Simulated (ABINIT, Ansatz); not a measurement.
## Selenium (P3_121, 3 atoms a cell): one start, several treatments of the self-energy

Aim: compare treatments of exchange, screening and correlation for the gap of Selenium (P3_121, 3 atoms a cell).

Main program and level: ABINIT 10.8.3; PBE and many-body steps on it, plane waves.

**The experiments to reproduce.**

- Gap 1.68 eV: quasiparticle gap from dI/dV; STS; 78 K; film (ultrathin trigonal Se film on Te film) (“Selenium / Tellurium Two-Dimensional Structures: from Isovalent Se Dopants in Te to Atomically Thin Se Films”, 2023, arxiv:2307.02723).

- Gap 1.95 ± 0.04 eV: optical gap from Tauc plot, consistent with EQE derivative; UV-vis absorption; film (evaporated film annealed at 200 C for 2 min) (“Ultrathin high band gap solar cells with improved efficiencies from the world’s oldest photovoltaic material”, 2017, pmc:5613033).

Report form: the programs' logs are mostly left out.

## (1) The structure

The structure is trigonal, space group P3_121 (No. 152). Conventional cell: a = 4.366 Å, b = 4.366 Å, c = 4.954 Å, α = 90.00°, β = 90.00°, γ = 120.00°. Nearest to Se lie 2 Se at 2.37 Å.

The cell and positions come from the Crystallography Open Database and are kept as given unless a step says otherwise.

## (2) Empty states on the mesh, 3×3×4 mesh, 451 bands

This step: ABINIT 10.8.3; DFT, PBE, plane waves, norm-conserving pseudopotentials.

The sums over transitions need many empty states on a uniform mesh; this step solves for them.

The input, run.abi:

```
acell 3*1.0 Angstrom
rprim 
  4.366199999998 0.000000000000 0.000000000000
  -2.183099999999 3.781240118002 0.000000000000
  0.000000000000 0.000000000000 4.953600000000
ntypat 1
znucl 34
natom 3
typat 1 1 1
xred 
  0.225400000000 0.000000000000 0.333333333333
  0.000000000000 0.225400000000 0.666666666667
  0.774600000000 0.774600000000 -0.000000000000
pp_dirpath "pseudos"
pseudos "Se.upf"
ecut 48
ngkpt 3 3 4
nshiftk 1
shiftk 0 0 0
kptopt 1
chksymbreak 0
iscf -2
irdden 1
istwfk *1
nband 451
nbdbuf 40
tolwfr 1e-09
nstep 60
prtvol 0
indata_prefix "in"
outdata_prefix "out"
tmpdata_prefix "tmp"
```

Command:

```sh
OMP_NUM_THREADS=1 mpirun -n 10 abinit run.abi > log
```

Elapsed: 5 min, on 10 MPI ranks of Arm Neoverse V1, shared host; peak memory 1.5 GiB; 50 min of CPU time.

Numbers from this step:

| Quantity | Value |
| --- | --- |
| gap | 1.261 eV |
| k of the valence top | 0.3333, 0.3333, 0.5 |
| k of the conduction bottom | 0.3333, 0.3333, 0.5 |
| least direct gap | 1.261 eV |
| k points computed | 10 |
| lowest point of the top converged band, above the valence top | 150.0482 eV |

On this mesh the gap is 1.261 eV.

The density comes from a self-consistent run that is not shown.

## (3) Screening, 3×3×4 mesh, 189 bands, screening to 141.5 eV

The RPA dielectric matrix is built and inverted for each q.

This step: RPA screening on PBE, plane waves, norm-conserving pseudopotentials.

run.abi: that of step 2 with these lines changed.

```diff
@@ -21,10 +21,11 @@
 chksymbreak 0
-iscf -2
-irdden 1
 istwfk *1
-nband 451
-nbdbuf 40
-tolwfr 1e-09
-nstep 60
-prtvol 0
+occopt 1
+irdwfk 1
+optdriver 3
+nband 189
+ecuteps 5.2
+inclvkb 2
+awtr 1
+symchi 1
 indata_prefix "in"
```

Command:

```sh
OMP_NUM_THREADS=1 mpirun -n 16 abinit run.abi > log
```

It took 1.7 min on 16 MPI ranks; peak memory 7.7 GiB; 28 min of CPU time.

This step gave:

| Property | Result |
| --- | --- |
| ε∞ with local fields, on this mesh, along the program's q direction | 12.40 |
| the same without local fields | 14.30 |
| plasma frequency | 34.84 eV |
| plane waves in the screening matrix | 315 |

Local fields lower ε∞ by 13 %. On a Γ-centred mesh this coarse the value itself is usually too large, while a short band sum pulls it down.

## (4) G0W0, Godby-Needs plasmon pole

The self-energy is evaluated for the states that the input lists, and the levels follow from it, in one-shot runs by the linearised quasiparticle equation.

This step: G0W0 on PBE, plane waves, norm-conserving pseudopotentials.

run.abi: that of step 3 with these lines changed.

```diff
@@ -24,8 +24,17 @@
 irdwfk 1
-optdriver 3
+optdriver 4
 nband 189
+gwcalctyp 0
+ecutsigx 48
+symsigma 1
+nkptgw 2
+kptgw 
+  0.3333333333 0.3333333333 0.5000000000
+  0.0000000000 0.0000000000 0.0000000000
+bdgw 
+  35 39
+  34 38
 ecuteps 5.2
-inclvkb 2
-awtr 1
-symchi 1
+irdscr 1
+ppmodel 1
 indata_prefix "in"
```

Wall time 10 s (16 MPI ranks); peak memory 4 GiB.

This step gave:

| Item | Value |
| --- | --- |
| G0W0 gap on the points computed | 1.933 eV |
| starting gap on the mesh | 1.261 eV |
| k of the valence top | 0.3333, 0.3333, 0.5 |
| k of the conduction bottom | 0.3333, 0.3333, 0.5 |
| Z at the valence top | 0.785 |
| Z at the conduction bottom | 0.792 |
| least direct G0W0 gap on the computed points | 1.933 eV |

The gap on the mesh goes from 1.26 eV to 1.93 eV, a correction of +0.67 eV.

## (5) G0W0, Hybertsen-Louie plasmon pole

run.abi: that of step 4 with these lines changed.

```diff
@@ -38,3 +38,3 @@
 irdscr 1
-ppmodel 1
+ppmodel 2
 indata_prefix "in"
```

Wall time 10 s (16 MPI ranks); peak memory 3.8 GiB.

Numbers from this step:

```yaml
g0w0_gap_on_the_points_computed: 2.037 eV
starting_gap_on_the_mesh: 1.261 eV
k_of_the_valence_top: 0.3333, 0.3333, 0.5
k_of_the_conduction_bottom: 0.3333, 0.3333, 0.5
z_at_the_valence_top: 0.872
z_at_the_conduction_bottom: 0.874
least_direct_g0w0_gap_on_the_computed_points: 2.037 eV
```

Against G0W0 in ABINIT (3×3×4 mesh, 189 bands, screening to 141.5 eV, Godby-Needs plasmon pole), the gap moves by +0.104 eV.

## (6) G0W0, Engel-Farid plasmon pole

run.abi: that of step 5 with these lines changed.

```diff
@@ -38,3 +38,3 @@
 irdscr 1
-ppmodel 2
+ppmodel 4
 indata_prefix "in"
```

Wall time 7.6 s (16 MPI ranks); peak memory 3.5 GiB; 2 min of CPU time.

This step gave:

- G0W0 gap on the points computed: 1.967 eV
- starting gap on the mesh: 1.261 eV
- k of the valence top: 0.3333, 0.3333, 0.5
- k of the conduction bottom: 0.3333, 0.3333, 0.5
- least direct G0W0 gap on the computed points: 1.967 eV

Against G0W0 in ABINIT (3×3×4 mesh, 189 bands, screening to 141.5 eV, Godby-Needs plasmon pole), the gap moves by +0.034 eV.

## (7) One-shot Hartree-Fock

This step: one-shot Hartree-Fock on PBE, plane waves, norm-conserving pseudopotentials.

run.abi: that of step 6 with these lines changed.

```diff
@@ -25,4 +25,4 @@
 optdriver 4
-nband 189
-gwcalctyp 0
+nband 40
+gwcalctyp 5
 ecutsigx 48
@@ -36,5 +36,4 @@
   34 38
-ecuteps 5.2
-irdscr 1
-ppmodel 4
+ixc_sigma 40
+fftgw 31
 indata_prefix "in"
```

The job ended after 3.1 s (16 MPI ranks; peak memory 1.1 GiB).

This step gave:

- quasiparticle gap on the points computed: 6.823 eV
- starting gap on the mesh: 1.261 eV
- k of the valence top: 0.3333, 0.3333, 0.5
- k of the conduction bottom: 0.3333, 0.3333, 0.5
- least direct quasiparticle gap on the computed points: 6.823 eV

Against G0W0 in ABINIT (3×3×4 mesh, 189 bands, screening to 141.5 eV, Godby-Needs plasmon pole), the gap moves by +4.890 eV.

## (8) The runs together

Times are wall times on 16 MPI ranks of Arm Neoverse V1, shared host, good to a factor of about two. A run's time includes the screening step that it read.

```csv
run,mesh,bands,screening cutoff (eV),DFT gap (eV),gap on the mesh (eV),direct (eV),ε∞ used,time
"G0W0, Godby-Needs plasmon pole",3×3×4,189,141.5,1.261,1.933,1.933,12.40,1.9 min
"G0W0, Hybertsen-Louie plasmon pole",3×3×4,189,141.5,1.261,2.037,2.037,12.40,1.9 min
"G0W0, Engel-Farid plasmon pole",3×3×4,189,141.5,1.261,1.967,1.967,12.40,1.9 min
one-shot Hartree-Fock,3×3×4,-,-,1.261,6.823,6.823,-,3.1 s
```

## (9) What came out

```yaml
g0w0_godby_needs_plasmon_pole: 1.933 eV
g0w0_hybertsen_louie_plasmon_pole: 2.037 eV
g0w0_engel_farid_plasmon_pole: 1.967 eV
one_shot_hartree_fock: 6.823 eV
known_limits: not at the basis limit; no spin-orbit coupling; coarse k mesh
```

In words: G0W0, Hybertsen-Louie plasmon pole: +0.104 eV against G0W0, Godby-Needs plasmon pole. G0W0, Engel-Farid plasmon pole: +0.034 eV against G0W0, Godby-Needs plasmon pole. One-shot Hartree-Fock: +4.890 eV against G0W0, Godby-Needs plasmon pole. Bare exchange alone opens the gap to 6.82 eV; against G0W0, correlation takes back 4.89 eV. Against experiment, by G0W0, Godby-Needs plasmon pole: the gap of 1.93 eV lies +0.25 eV from the measured 1.68 eV (electronic, 78 K, 2023); the gap of 1.93 eV lies −0.02 eV from the measured 1.95 ± 0.04 eV (optical, 2017). An exciton line or allowed optical edge lies below the quasiparticle gap by the binding energy; a forbidden edge can push the onset above it. These are gaps on the mesh, at modest bands and cutoff. The calculation has static nuclei and no excitons; a measured gap holds zero-point and thermal motion, which mostly lowers it. Bands and cutoff are finite, so the gap is not at the basis limit. The miss can reach some tenths of an eV and take either sign; the mesh is an error of its own. In the first G0W0 run levels were corrected at 2 k points alone, so a gap called «on the mesh» is the least over those, and an edge elsewhere would be missed. A denser mesh or path gives a starting gap of 1.03 eV: the GW mesh misses a band edge, so its gaps are not the fundamental one. The 3×3×4 mesh is coarse for this cell, which bears on the long-range parts of exchange and screening. The many-body steps are scalar-relativistic: spin-orbit coupling is not in them.

[Paths, hosts, dates, memory and timing lines, banners, echoed tables and standing remarks are left out of the program output.]

[Logs are printed without paths, hosts, clocks, repeated set-up lines and the standing remarks that a program may print on its own settings, such as how far it seeks lower states.]

[Runs of the session that timed out or met a known fault of the program may be left out.]

[No measured gap is set beside runs whose start may be inverted or whose files or cutoffs have a known fault.]

[Hosts, paths, dates, database ids (printed as entryN), source tags and the programs' standing remarks are cut or masked in the printed files.]

[G0W0 gaps are taken among the corrected bands and points alone; a level outside them can change the order at an edge.]

[Where Ansatz stands beside ABINIT at settings called matched, ABINIT's density can come from a denser mesh and the files from another edition; pairs whose starting gaps differed by over 0.03 eV were left out, so agreement reads better than it is.]
